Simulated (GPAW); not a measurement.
# C/Cu(110): work function by functional and basis, part 2 of 2

Wanted: work functions and dipole of C/Cu(110), with the cost of each level.

GPAW 26.7.0; GPAW, PAW setups; slab in vacuum, relaxation (the session's first sound run).

So far, upper work function (eV): step 2 (relaxation, PBE, GPAW) 5.53; step 4 (self-consistent run: xc = "LDA") 5.92; step 5 (self-consistent run: xc = "RPBE") 5.37; step 6 (OptPBE vdW: xc = "optPBE-vdW", GPAW, PAW setups, GPAW) 5.71; step 7 (self-consistent run: xc = "vdW-DF2", GPAW, PAW setups, GPAW) 5.87.

## 8. Self-consistent run: xc = "revPBE"

The same geometry under revPBE, to see how far the functional moves the levels against the vacuum.

Contents of run.py:

```python
import json
import numpy as np
from ase import Atoms
from gpaw import GPAW, PW

slab = Atoms(
    ['Cu', 'Cu', 'Cu', 'Cu', 'Cu', 'C'],
    positions=[
        [0.00000, 0.00000, 9.00000],
        [1.80500, 1.27633, 10.27633],
        [0.00000, 0.00000, 11.55266],
        [1.80500, 1.27633, 12.89760],
        [0.00000, -0.00000, 14.48918],
        [1.80500, -0.00000, 14.51861]],
    cell=[[3.61, 0.0, 0.0], [0.0, 2.55266, 0.0], [0.0, 0.0, 24.13893]],
    pbc=[True, True, False])

slab.calc = GPAW(mode=PW(500), xc='revPBE', kpts={'size': (9, 12, 1), 'gamma': True},
                 occupations={'name': 'fermi-dirac', 'width': 0.1}, nbands='160%',
                 convergence={'density': 1e-05}, maxiter=200,
                 poissonsolver={'dipolelayer': 'xy'},
                 symmetry={'tolerance': 1e-3}, txt='slab.txt')
result = {}
energy = slab.get_potential_energy()
fermi = slab.calc.get_fermi_level()
v = slab.calc.get_electrostatic_potential().mean((0, 1)) - fermi
n = slab.calc.get_pseudo_density().mean((0, 1))
L = slab.cell[2, 2]
z = np.arange(len(v)) * L / len(v)
low, high = slab.positions[:, 2].min(), slab.positions[:, 2].max()
below, above = np.interp([low - 6.8, high + 6.8], z, v)
slopes = [np.interp(x, z, np.gradient(v, z)) for x in (low - 6.8, high + 6.8)]
eps = np.array([[slab.calc.get_eigenvalues(k, s) for k in range(len(slab.calc.get_ibz_k_points()))]
                for s in range(slab.calc.get_number_of_spins())]) - fermi
top, bottom = eps[eps < 0].max(), eps[eps > 0].min()
dipole = slab.get_dipole_moment()[2]
print(f'energy {energy:.4f} eV, Fermi level {fermi:.4f} eV, dipole {dipole:.5f} e A')
print(f'potential 6.8 A off the faces, from the Fermi level: lower {below:.4f} eV, upper {above:.4f} eV')
print(f'slope of the potential there: lower {slopes[0]:.5f}, upper {slopes[1]:.5f} eV/A')
print(f'nearest levels on the mesh: {top:.4f} and {bottom:.4f} eV')
print('magnetic moment', round(slab.get_magnetic_moment(), 3))
result.update(energy=energy, fermi=fermi, dipole=dipole, below=below, above=above, slopes=slopes, edges=[top, bottom],
              z=z.tolist(), v=v.tolist(), n=n.tolist(), positions=slab.positions.tolist(),
              forces=slab.get_forces(apply_constraint=False).tolist(), moments=slab.get_magnetic_moments().tolist())
json.dump(result, open('result.json', 'w'))
```

Run with:

```
$ OMP_NUM_THREADS=1 OPENBLAS_NUM_THREADS=1 python run.py
```

The log of the run:

```text
energy -20.7547 eV, Fermi level -0.9070 eV, dipole -0.05851 e A
potential 6.8 A off the faces, from the Fermi level: lower 4.2363 eV, upper 5.3882 eV
slope of the potential there: lower 0.00021, upper 0.00014 eV/A
nearest levels on the mesh: -0.0114 and 0.0220 eV
magnetic moment 0.0
```

Run time: 4.4 min. Hardware: 1 thread of Arm Neoverse V2, shared host; peak memory 0.39 GiB.

This step gave:

```yaml
dipole_along_the_normal: -0.05851 e·Å
levels_nearest_the_fermi_level_on_the_mesh: -0.01143, 0.02195 eV from the Fermi level
upper_work_function: 5.388 eV
lower_work_function: 4.236 eV
```

The electrostatic potential energy of an electron (without an applied field's), less the Fermi level, planar mean oscillates, so the rows of the table below give means over windows of 1.35 Å about each position, cut where the curve ends. Its maxima inside the range that stand out by 2 % of the span (Å: eV): 9.7: -5.13, 10.9: -5.32, 12.3: -4.75, 13.6: -2.90. Its minima: 9.0: -10.5, 10.2: -11.1, 11.6: -11.1, 12.8: -11.1, 14.5: -21.9.

Table of electrostatic potential energy of an electron (without an applied field's), less the Fermi level, planar mean by z; means over each step:

| z (Å) | electrostatic potential energy of an electron (without an applied field's), less the Fermi level, planar mean (eV) |
| --- | --- |
| 0.68 | 4.32 |
| 2.03 | 4.24 |
| 3.38 | 4.24 |
| 4.73 | 4.24 |
| 6.08 | 4.21 |
| 7.43 | 3.52 |
| 8.78 | -5.73 |
| 10.13 | -8.00 |
| 11.48 | -7.93 |
| 12.83 | -7.59 |
| 14.18 | -11.8 |
| 15.53 | 1.03 |
| 16.88 | 5.30 |
| 18.23 | 5.39 |
| 19.58 | 5.39 |
| 20.93 | 5.39 |
| 22.28 | 5.39 |
| 23.63 | 5.33 |

The upper face's work function is 5.388 eV, against 5.534 eV in the first plane-wave PBE run at this geometry.

## 9. Real-space grid: mode = "fd"

A real-space grid is a second complete basis, so it checks the plane-wave result.

Edit run.py of step 8 so:

```diff
@@ -3,3 +3,3 @@
 from ase import Atoms
-from gpaw import GPAW, PW
+from gpaw import GPAW
 
@@ -17,3 +17,3 @@
 
-slab.calc = GPAW(mode=PW(500), xc='revPBE', kpts={'size': (9, 12, 1), 'gamma': True},
+slab.calc = GPAW(mode='fd', h=0.18, xc='PBE', kpts={'size': (9, 12, 1), 'gamma': True},
                  occupations={'name': 'fermi-dirac', 'width': 0.1}, nbands='160%',
```

The log of the run:

```text
energy -23.4007 eV, Fermi level -4.9611 eV, dipole -0.05827 e A
potential 6.8 A off the faces, from the Fermi level: lower 4.3890 eV, upper 5.5332 eV
slope of the potential there: lower -0.00000, upper 0.00000 eV/A
nearest levels on the mesh: -0.0106 and 0.0210 eV
magnetic moment 0.0
```

Elapsed: 17 min, on 1 thread; peak memory 1.7 GiB.

Numbers from this step:

- dipole along the normal: -0.05827 e·Å
- levels nearest the Fermi level on the mesh: -0.01062, 0.02098 eV from the Fermi level
- upper work function: 5.533 eV
- lower work function: 4.389 eV

The electrostatic potential energy of an electron (without an applied field's), less the Fermi level, planar mean oscillates, so the rows of the table below give means over windows of 1.33 Å about each position, cut where the curve ends. Its maxima inside the range that stand out by 2 % of the span (Å: eV): 9.7: -5.05, 10.9: -5.20, 12.2: -4.59, 13.7: -2.81. Its minima: 9.1: -10.4, 10.3: -11.1, 11.5: -11.0, 12.9: -11.1, 14.5: -21.6.

The electrostatic potential energy of an electron (without an applied field's), less the Fermi level, planar mean by z; means over each step:

| z (Å) | electrostatic potential energy of an electron (without an applied field's), less the Fermi level, planar mean (eV) |
| --- | --- |
| 0.67 | 4.41 |
| 2.00 | 4.39 |
| 3.33 | 4.39 |
| 4.66 | 4.39 |
| 5.99 | 4.37 |
| 7.32 | 3.85 |
| 8.64 | -4.78 |
| 9.98 | -7.95 |
| 11.30 | -7.97 |
| 12.64 | -7.65 |
| 13.96 | -10.0 |
| 15.30 | -2.33 |
| 16.62 | 5.36 |
| 17.95 | 5.53 |
| 19.29 | 5.53 |
| 20.62 | 5.53 |
| 21.95 | 5.53 |
| 23.27 | 5.53 |

The upper face's work function is 5.533 eV, against 5.534 eV in the first plane-wave PBE run at this geometry.

## 10. Atomic orbitals: mode = "lcao"

Atom-centred orbitals end a few angstrom from the surface, which tests how much the density's tail matters.

Edit run.py of step 9 so:

```diff
@@ -17,4 +17,4 @@
 
-slab.calc = GPAW(mode='fd', h=0.18, xc='PBE', kpts={'size': (9, 12, 1), 'gamma': True},
-                 occupations={'name': 'fermi-dirac', 'width': 0.1}, nbands='160%',
+slab.calc = GPAW(mode='lcao', basis='dzp', h=0.18, xc='PBE', kpts={'size': (9, 12, 1), 'gamma': True},
+                 occupations={'name': 'fermi-dirac', 'width': 0.1}, nbands='120%',
                  convergence={'density': 1e-05}, maxiter=200,
```

The log of the run:

```text
energy -21.5484 eV, Fermi level -4.6894 eV, dipole -0.06887 e A
potential 6.8 A off the faces, from the Fermi level: lower 4.0131 eV, upper 5.3656 eV
slope of the potential there: lower 0.00000, upper 0.00000 eV/A
nearest levels on the mesh: -0.0240 and 0.0384 eV
magnetic moment 0.0
```

It took 4.4 min on 1 thread; peak memory 0.34 GiB.

This step gave:

```yaml
dipole_along_the_normal: -0.06887 e·Å
levels_nearest_the_fermi_level_on_the_mesh: -0.02400, 0.03842 eV from the Fermi level
upper_work_function: 5.366 eV
lower_work_function: 4.013 eV
```

The electrostatic potential energy of an electron (without an applied field's), less the Fermi level, planar mean oscillates, so the rows of the table below give means over windows of 1.33 Å about each position, cut where the curve ends. Its maxima inside the range that stand out by 2 % of the span (Å: eV): 9.7: -5.15, 10.9: -5.29, 12.2: -4.67, 13.7: -2.88. Its minima: 9.1: -10.6, 10.3: -11.3, 11.5: -11.2, 12.9: -11.2, 14.5: -21.6.

Table of electrostatic potential energy of an electron (without an applied field's), less the Fermi level, planar mean by z; means over each step:

z (Å), electrostatic potential energy of an electron (without an applied field's), less the Fermi level, planar mean (eV) and a bar from the least value:
```
     0.67        4.0 ###########################
     2.00        4.0 ###########################
     3.33        4.0 ###########################
     4.66        4.0 ###########################
     5.99        4.0 ###########################
     7.32        3.6 ##########################
     8.64       -4.9 ##########
     9.98       -8.1 ####
    11.30       -8.1 ####
    12.64       -7.8 ####
    13.96      -10.0 
    15.30       -2.3 ###############
    16.62        5.2 ##############################
    17.95        5.4 ##############################
    19.29        5.4 ##############################
    20.62        5.4 ##############################
    21.95        5.4 ##############################
    23.27        5.4 ##############################
```

The upper face's work function is 5.366 eV, against 5.534 eV in the first plane-wave PBE run at this geometry.

## 11. The ladder

Times are for 1 thread of Arm Neoverse V2, shared host. The runs compared:

| no. | run | upper work function (eV) | lower work function (eV) | time | memory (GiB) |
| --- | --- | --- | --- | --- | --- |
| 1 | pw | 5.534 | 4.391 | 4.1 min | 0.39 |
| 2 | LDA | 5.918 | 4.746 | 5.9 min | 0.39 |
| 3 | RPBE | 5.367 | 4.213 | 3.8 min | 0.39 |
| 4 | optPBE vdW | 5.708 | 4.557 | 5 min | 0.57 |
| 5 | vdW DF2 | 5.870 | 4.802 | 31 min | 0.58 |
| 6 | revPBE | 5.388 | 4.236 | 4.4 min | 0.39 |
| 7 | fd | 5.533 | 4.389 | 17 min | 1.7 |
| 8 | lcao | 5.366 | 4.013 | 4.4 min | 0.34 |

## 12. Side by side

Results and costs are gathered.

This step: comparison of work functions, dipole and cost (GPAW 26.7.0).

Ladder, by row:

| step | code | work function, upper (eV) | work function, lower (eV) | dipole (e Å) | wall time (s) | peak memory (GiB) | threads |
| --- | --- | --- | --- | --- | --- | --- | --- |
| pw | GPAW | 5.534 | 4.391 | -0.05806 | 247.4 | 0.39 | 1 |
| LDA | GPAW | 5.918 | 4.747 | -0.05948 | 352.8 | 0.39 | 1 |
| RPBE | GPAW | 5.367 | 4.213 | -0.05861 | 229.9 | 0.39 | 1 |
| optPBE-vdW | GPAW | 5.708 | 4.557 | -0.05848 | 299.1 | 0.57 | 1 |
| vdW-DF2 | GPAW | 5.87 | 4.802 | -0.05424 | 1846 | 0.58 | 1 |
| revPBE | GPAW | 5.388 | 4.236 | -0.05851 | 261.4 | 0.39 | 1 |
| fd | GPAW | 5.533 | 4.389 | -0.05827 | 1008 | 1.71 | 1 |
| lcao | GPAW | 5.366 | 4.013 | -0.06887 | 266.4 | 0.34 | 1 |

## 13. A changed run

One more run, with changed settings.

This step: GPAW, PAW setups; slab in vacuum (GPAW 26.7.0).

Edit run.py of step 10 so:

```diff
@@ -3,3 +3,3 @@
 from ase import Atoms
-from gpaw import GPAW
+from gpaw import GPAW, PW
 
@@ -17,5 +17,5 @@
 
-slab.calc = GPAW(mode='lcao', basis='dzp', h=0.18, xc='PBE', kpts={'size': (9, 12, 1), 'gamma': True},
-                 occupations={'name': 'fermi-dirac', 'width': 0.1}, nbands='120%',
-                 convergence={'density': 1e-05}, maxiter=200,
+slab.calc = GPAW(mode=PW(500), xc='PBE', kpts={'size': (9, 12, 1), 'gamma': True},
+                 occupations={'name': 'fermi-dirac', 'width': 0.1}, nbands='160%',
+                 convergence={'density': 1e-05}, maxiter=50,
                  poissonsolver={'dipolelayer': 'xy'},
@@ -30,4 +30,4 @@
 low, high = slab.positions[:, 2].min(), slab.positions[:, 2].max()
-below, above = np.interp([low - 6.8, high + 6.8], z, v)
-slopes = [np.interp(x, z, np.gradient(v, z)) for x in (low - 6.8, high + 6.8)]
+below, above = np.interp([low - 1.0, high + 1.0], z, v)
+slopes = [np.interp(x, z, np.gradient(v, z)) for x in (low - 1.0, high + 1.0)]
 eps = np.array([[slab.calc.get_eigenvalues(k, s) for k in range(len(slab.calc.get_ibz_k_points()))]
@@ -37,3 +37,3 @@
 print(f'energy {energy:.4f} eV, Fermi level {fermi:.4f} eV, dipole {dipole:.5f} e A')
-print(f'potential 6.8 A off the faces, from the Fermi level: lower {below:.4f} eV, upper {above:.4f} eV')
+print(f'potential 1.0 A off the faces, from the Fermi level: lower {below:.4f} eV, upper {above:.4f} eV')
 print(f'slope of the potential there: lower {slopes[0]:.5f}, upper {slopes[1]:.5f} eV/A')
```

The log of the run:

```text
energy -22.9572 eV, Fermi level -1.0430 eV, dipole -0.05806 e A
potential 1.0 A off the faces, from the Fermi level: lower 2.4108 eV, upper 3.0387 eV
slope of the potential there: lower -5.14438, upper 7.51263 eV/A
nearest levels on the mesh: -0.0109 and 0.0194 eV
magnetic moment 0.0
```

The job ended after 4 min (1 thread; peak memory 0.39 GiB).

The run finished. A setting was moved off its sound value on purpose, so it serves as a test and not as the result.

The fault put into the input: the potential probed 1 A off the face (probe = 1.0).

## 14. Outcome

| Item | Value |
| --- | --- |
| work function, upper and lower face | 5.534 and 4.391 eV |
| dipole along the normal | -0.0581 e Å |

**Reading.** With plane waves and PBE the work function is 5.53 eV on the upper face and 4.39 eV on the lower. The two faces differ by 1.1 eV, the step that the slab's dipole makes (e p/(ε0 A) gives 1.1 eV), so the dipole layer is needed. Over the sound runs of the table the upper face's work function spans 5.366 (lcao) to 5.918 eV (LDA). Atomic orbitals miss the plane-wave value by -0.17 eV, since they describe the tail of the density in the vacuum poorly. The cell of 9.22 Å² holds one C, started on one chosen site; other sites and coverages weren't tried. The in-plane lattice was kept as typed, which isn't the functional's own and leaves some strain; spin-orbit coupling and temperature are left out.

[Logs are printed without paths, hosts, clocks, repeated set-up lines and the standing remarks that a program may print on its own settings, such as how far it seeks lower states.]

[Hosts, paths, dates, database ids (printed as entryN), source tags and the programs' standing remarks are cut or masked in the printed files.]
